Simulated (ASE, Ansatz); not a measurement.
# Random hcp (Re, Ru, Rh, Ir) solid solution (100 atoms): geometry optimisation

Aim: bring random hcp (Re, Ru, Rh, Ir) solid solution (100 atoms) to a nearby minimum of the energy and see what moves.

Program: Ansatz 0.2.0. Level of theory: Kohn-Sham DFT, PBE, PAW (set soft_2), plane waves. Results are calculated unless marked as measured.

## 1. The structure

The cell holds 100 atoms: 33 Ir, 28 Re, 24 Ru and 15 Rh. Cell: a = 13.650 Å, b = 13.650 Å, c = 8.736 Å, α = 90.0°, β = 90.0°, γ = 120.0°. It derives from Re and Ru, Ir and Rh. Hcp lattice (a = 2.73 Å, c = 4.368 Å, the mean of the end members), 5 x 5 x 2 cells, metal sites filled at random with 28 Re, 24 Ru, 15 Rh, 33 Ir; not relaxed, displaced by a Gaussian of 0.02 Å.

Before any run, some limits are plain. The host structure and its lattice constant were typed by rule, without a check against the phase diagram. The levels lack spin–orbit coupling, which is large for the heavy elements here.

## 2. Single point at the start

The forces at the start show how far the geometry lies from a minimum of this functional.

Contents of input.yaml:

```yaml
crystal:
  lattice:
    - [13.65, 0.0, 0.0]
    - [-6.825, 11.82125, 0.0]
    - [0.0, 0.0, 8.736]
  atoms:
    - { symbol: Ir, position: [0.99902, 0.99789, 0.99752] }
    - { symbol: Ir, position: [0.06716, 0.13126, 0.24872] }
    - { symbol: Re, position: [0.00125, 0.00289, 0.50255] }
    - { symbol: Ir, position: [0.06581, 0.13298, 0.74732] }
    [... 90 atom lines left out ...]
    - { symbol: Ru, position: [0.80054, 0.60072, 0.49908] }
    - { symbol: Rh, position: [0.86608, 0.73421, 0.74828] }
    - { symbol: Ir, position: [0.80034, 0.80176, 0.00173] }
    - { symbol: Re, position: [0.86666, 0.93374, 0.2541] }
    - { symbol: Rh, position: [0.79938, 0.80182, 0.49953] }
    - { symbol: Re, position: [0.86825, 0.93309, 0.74834] }
kpoints:
  mp_grid: { grid: [2, 2, 2] }
hamiltonian:
  xc: pbe
scf:
  occupations: { method: methfessel_paxton, width: 0.15 }
output:
  forces: true
  stress: true
  populations: true
  dos:
    method: { smearing: { sigma: 0.15 } }
    de: 0.1
    projected: { site_lists: { Ir: [Ir], Re: [Re], Rh: [Rh], Ru: [Ru] } }
  eigenvalues: true
```

The run is started by

```console
$ ansatz run input.yaml --threads 32 --pin off --max-ram 143360MiB --backend cuda --events-out ev --progress --plain --runs-dir out
```

It took 5.2 s on 1 × NVIDIA GB200 with 32 threads of Arm Neoverse V2, shared host; peak memory 5.5 GiB.

That memory is the host's; the program planned up to 52.2 GiB on the GPU. Forces of this run were stored rounded, and per-atom blocks of the log weren't kept.

The run gave:

```yaml
free_energy: -935314.0341 eV
free_energy_per_atom: -9353.1403 eV/atom
scf_cycles: 9
pressure: 5.757 GPa
r_m_s_force_component: 0.4303 eV/Å
longest_force: 1.74 eV/Å
fermi_energy: 24.44 eV
levels_partly_filled_by_over_2_per_cent: 83
spilling_of_the_projection: 0.009379
```

The r.m.s. force component of 0.43 eV/Å and the pressure of 5.8 GPa set the starting point.

Length of the force by element:

```
element  coordination  atoms  mean length of the force (eV/Å)  spread  least  most
     Ir           all     33                            0.743   0.319  0.283  1.74
     Re           all     28                            0.708   0.309  0.206  1.66
     Rh           all     15                            0.676   0.217  0.314  1.10
     Ru           all     24                            0.565   0.291  0.110  1.46
```

## 3. Relaxation

The atoms are relaxed in the fixed cell, aiming at the force tolerance of the input.

input.yaml, the sections that differ from step 2:

```yaml
output:
  forces: true
relax:
  f_tol: 0.03
  max_steps: 151
# crystal, kpoints, hamiltonian, scf: as in step 2
```

Wall time 12 s (1 × NVIDIA GB200 with 32 threads); peak memory 2.1 GiB; 67 s of CPU time.

That memory is the host's; the program planned up to 48.4 GiB on the GPU.

The steps of the relaxation:

```
step  energy less that of the first step (eV)  largest force component (eV/Å)
   1                                   0.0000                          1.2602
   2                                  -0.5989                          1.2022
   3                                  -1.3535                          0.4971
   4                                  -1.4590                          0.2156
   5                                  -1.4822                          0.0296
   6                                  -1.4822                          0.0296
```

The atoms that moved most (Å):

```
atom      dx      dy      dz  length
Ir85  -0.040   0.067  -0.047   0.091
Ru22  -0.037   0.010  -0.079   0.088
Ru87   0.072  -0.007   0.044   0.085
Re20   0.044  -0.067   0.027   0.085
Re80  -0.067   0.018   0.033   0.077
Re84   0.050   0.031  -0.031   0.066
Ir47  -0.009  -0.056  -0.032   0.065
Ir15  -0.028  -0.044  -0.032   0.061
```

The relaxation changed the energy by -14.8 meV/atom, and atoms moved by 0.043 Å r.m.s., 0.091 Å at most.

## 4. Distances and neighbours after relaxation

Bonds before and after, by the cutoffs listed below:

```
 pair  bonds before  bonds after  mean before (Å)  mean after (Å)  spread before (Å)  spread after (Å)
Ir-Ir            66           66            2.711           2.726              0.036             0.029
Ir-Re           118          118            2.711           2.709              0.034             0.027
Ir-Ru            95           95            2.713           2.713              0.031             0.028
Ir-Rh            51           51            2.708           2.716              0.033             0.028
Re-Re            46           46            2.707           2.716              0.036             0.035
Re-Ru            77           77            2.714           2.701              0.036             0.033
Re-Rh            49           49            2.714           2.707              0.039             0.026
Ru-Ru            35           35            2.705           2.700              0.027             0.033
Ru-Rh            46           46            2.715           2.715              0.031             0.031
Rh-Rh            17           17            2.731           2.724              0.035             0.029
```

Density 18.3 g/cm³, 14.10 Å³ an atom.

Pair distribution functions g(r), in bins of 0.2 Å:

```
r (Å)  total  Ir-Ir  Ir-Re  Ir-Ru  Ir-Rh  Re-Re  Re-Ru
 2.60   3.25   2.02   3.98   2.58   2.21   3.21   4.11
 2.80   5.88   7.13   5.75   6.55   5.60   5.73   4.71
 3.00   0.00   0.00   0.00   0.00   0.00   0.00   0.00
 3.20   0.00   0.00   0.00   0.00   0.00   0.00   0.00
 3.40   0.00   0.00   0.00   0.00   0.00   0.00   0.00
 3.60   0.00   0.00   0.00   0.00   0.00   0.00   0.00
 3.80   2.28   2.60   1.90   2.46   2.08   2.82   2.05
 4.00   0.01   0.00   0.00   0.00   0.00   0.00   0.00
 4.20   0.01   0.00   0.00   0.04   0.00   0.00   0.00
 4.40   0.58   0.54   0.64   0.48   0.71   0.75   0.44
 4.60   1.27   1.23   1.14   1.17   1.29   0.72   1.30
 4.80   3.27   3.40   3.15   3.42   3.44   3.52   3.77
 5.00   0.06   0.08   0.00   0.06   0.09   0.00   0.07
 5.20   2.48   1.94   2.79   2.40   3.24   2.80   2.45
 5.40   1.08   1.00   1.18   1.12   1.11   0.72   1.00
 5.60   0.04   0.00   0.08   0.05   0.00   0.14   0.05
 5.80   0.00   0.00   0.00   0.00   0.00   0.00   0.00
 6.00   1.31   1.06   1.30   1.50   1.39   1.32   1.47
 6.20   0.50   0.49   0.63   0.49   0.52   0.30   0.54
 6.40   1.62   1.74   1.58   1.59   1.47   1.80   1.45
 6.60   0.73   0.67   0.75   0.75   0.79   0.68   0.66
 6.80   0.77   0.78   0.88   0.69   0.70   0.79   0.69
 7.00   1.38   1.52   1.27   1.45   1.16   1.17   1.71
 7.20   3.14   3.16   2.92   3.31   3.32   3.48   3.02
 7.40   0.08   0.06   0.06   0.09   0.08   0.11   0.02
 7.60   0.01   0.00   0.00   0.00   0.02   0.00   0.00
 7.80   1.11   1.16   1.09   1.08   1.09   0.95   1.29
```

Bonds by pair of elements; cutoffs follow the first minimum of g(r), held within bounds set by covalent radii, and pairs that aren't listed don't count as bonded:

```
pair A-B  cutoff (Å)  bonds  mean length (Å)  spread (Å)  shortest (Å)  B about A  A about B
   Ir-Ir        3.18     66             2.73       0.029          2.66          4          4
   Ir-Re        3.18    118             2.71       0.027          2.65       3.58       4.21
   Ir-Ru        3.12     95             2.71       0.028          2.64       2.88       3.96
   Ir-Rh        3.18     51             2.72       0.028          2.65       1.54        3.4
   Re-Re        3.18     46             2.72       0.035          2.65       3.29       3.29
   Re-Ru        3.12     77             2.70       0.033          2.64       2.75       3.21
   Re-Rh        3.12     49             2.71       0.026          2.65       1.75       3.27
   Ru-Ru        3.12     35              2.7       0.033          2.63       2.92       2.92
   Ru-Rh        3.18     46             2.71       0.031          2.65       1.92       3.07
   Rh-Rh        3.18     17             2.72       0.029          2.67       2.27       2.27
```

How many atoms have how many bonded neighbours:

```
element  mean  12
     Ir    12  33
     Re    12  28
     Rh    12  15
     Ru    12  24
```

For some of the pairs, g(r) has its first main peak near 2.72 Å (Ir-Ir), 2.71 Å (Ir-Re), 2.71 Å (Ir-Ru), 2.72 Å (Ir-Rh), 2.72 Å (Re-Re) and 2.70 Å (Re-Ru). Counting bonds as in the table, all Ir atoms have 12, all Re atoms have 12, all Rh atoms have 12 and all Ru atoms have 12 bonded neighbours.

## 5. Single point at the relaxed geometry

The electronic structure is read at the final geometry, in a run of its own.

Contents of input.yaml:

```yaml
crystal:
  lattice:
    - [13.65, 0.0, 0.0]
    - [-6.825, 11.82125, 0.0]
    - [0.0, 0.0, 8.736]
  atoms:
    - { symbol: Ir, position: [0.00069, 0.99943, 0.99811] }
    - { symbol: Ir, position: [0.0683, 0.13443, 0.25245] }
    - { symbol: Re, position: [0.00044, 0.99891, 0.501] }
    - { symbol: Ir, position: [0.06721, 0.13321, 0.74692] }
    [... 90 atom lines left out ...]
    - { symbol: Ru, position: [0.80155, 0.60177, 0.49561] }
    - { symbol: Rh, position: [0.86872, 0.73499, 0.75263] }
    - { symbol: Ir, position: [0.797, 0.79793, 0.00115] }
    - { symbol: Re, position: [0.86626, 0.93248, 0.24884] }
    - { symbol: Rh, position: [0.79765, 0.79789, 0.49715] }
    - { symbol: Re, position: [0.86432, 0.93179, 0.75025] }
kpoints:
  mp_grid: { grid: [2, 2, 2] }
hamiltonian:
  xc: pbe
scf:
  occupations: { method: methfessel_paxton, width: 0.15 }
output:
  forces: true
  stress: true
  populations: true
  dos:
    method: { smearing: { sigma: 0.15 } }
    de: 0.1
    projected: { site_lists: { Ir: [Ir], Re: [Re], Rh: [Rh], Ru: [Ru] } }
  eigenvalues: true
  write_density: true
  write_potential: true
  volumetric_format: npy
```

The job ended after 5.4 s (1 × NVIDIA GB200 with 32 threads; peak memory 5.5 GiB; 34 s of CPU time).

That memory is the host's; the program planned up to 52.2 GiB on the GPU.

Read from the output:

```yaml
free_energy: -935315.5163 eV
free_energy_per_atom: -9353.1552 eV/atom
scf_cycles: 9
pressure: 5.384 GPa
r_m_s_force_component: 0.00929 eV/Å
longest_force: 0.0339 eV/Å
fermi_energy: 24.44 eV
levels_partly_filled_by_over_2_per_cent: 78
spilling_of_the_projection: 0.009377
```

States in the cell by windows of 0.5 eV, zero at the Fermi level; some projections on atomic orbitals stand beside the total:

```
from (eV)  to (eV)  total  Ir d  Re d
      -10     -9.5    1.2   0.0   0.0
     -9.5       -9    2.6   0.0   0.0
       -9     -8.5    4.0   0.1   0.1
     -8.5       -8    4.8   0.2   0.2
       -8     -7.5    7.6   0.8   0.5
     -7.5       -7   18.0   4.5   2.5
       -7     -6.5   37.5  12.9   6.7
     -6.5       -6   52.8  20.3  10.4
       -6     -5.5   55.5  20.1  11.1
     -5.5       -5   51.2  19.2   9.7
       -5     -4.5   64.0  24.0  12.2
     -4.5       -4   62.3  19.7  12.7
       -4     -3.5   44.3  16.6   7.8
     -3.5       -3   74.9  25.8  13.0
       -3     -2.5   72.8  22.0  14.4
     -2.5       -2   72.6  19.8  15.5
       -2     -1.5   65.4  16.4  15.8
     -1.5       -1   44.7  11.1  12.4
       -1     -0.5   42.2  11.1   9.8
     -0.5        0   39.2  11.4   8.4
        0      0.5   43.5  12.5  10.0
      0.5        1   49.2  14.7  11.7
        1      1.5   49.6  13.1  14.3
      1.5        2   50.3  10.7  20.7
```

The stored curve holds about 818 of the 1620 electrons; the rest, give or take the few that broadening carries across the Fermi level, lie in deeper levels below its range.

Not all projections were asked for or kept, so they needn't add up to the total.

The levels nearest the highest filled one (over half full), pooled over k-points and spins:

```
level less the highest filled one (eV)  occupation
                               -0.0138        1.21
                               -0.0066        1.12
                               -0.0023        1.08
                               -0.0016        1.07
                               -0.0015        1.07
                                     0        1.05
                                0.0046       0.999
                                0.0108        0.93
                                0.0117       0.919
                                0.0169       0.861
                                0.0214       0.811
                                0.0255       0.766
```

1 further run on a deliberately doubtful input is not shown.

## 6. What came out

| Property | Result |
| --- | --- |
| energy change in the relaxation | -14.82 meV/atom |
| r.m.s. displacement | 0.043 Å |
| largest displacement | 0.091 Å |
| free energy per atom | -9353.1552 eV/atom |
| density | 18.29 g/cm³ |
| pressure | 5.384 GPa |
| r.m.s. force component | 0.00929 eV/Å |
| wall time of the 3 DFT runs | 22 s |

In words: Relaxation lowers the energy by 14.8 meV/atom and moves atoms by 0.043 Å r.m.s.; the r.m.s. force component goes from 0.43 to 0.0093 eV/Å, the pressure goes from 5.8 to 5.4 GPa. By the final cutoffs no bond was broken or made. The r.m.s. move is of the size of the random displacements put into the start (0.035 Å r.m.s. in three dimensions). First to last step the energy falls by 1.482 eV; the largest move, 0.09 Å, is that of Ir85. The Ir-Ir bonds go from 2.711 Å (spread 0.036) to 2.726 Å (spread 0.029). Counting bonds as in the table, all Ir atoms have 12, all Re atoms have 12, all Rh atoms have 12 and all Ru atoms have 12 bonded neighbours. 78 levels are partly filled, by over 2 % (on the run's k-points), as in a metal.

**Limits.** The stress is far from hydrostatic: its diagonal is 6.7, 6.3, 3.1 GPa, compression counted positive. The pressure of 5.4 GPa means that a free cell would grow at this level.

[Logs are printed without paths, hosts, clocks, repeated set-up lines and the standing remarks that a program may print on its own settings, such as how far it seeks lower states.]

[Hosts, paths, dates, database ids (printed as entryN), source tags and the programs' standing remarks are cut or masked in the printed files.]
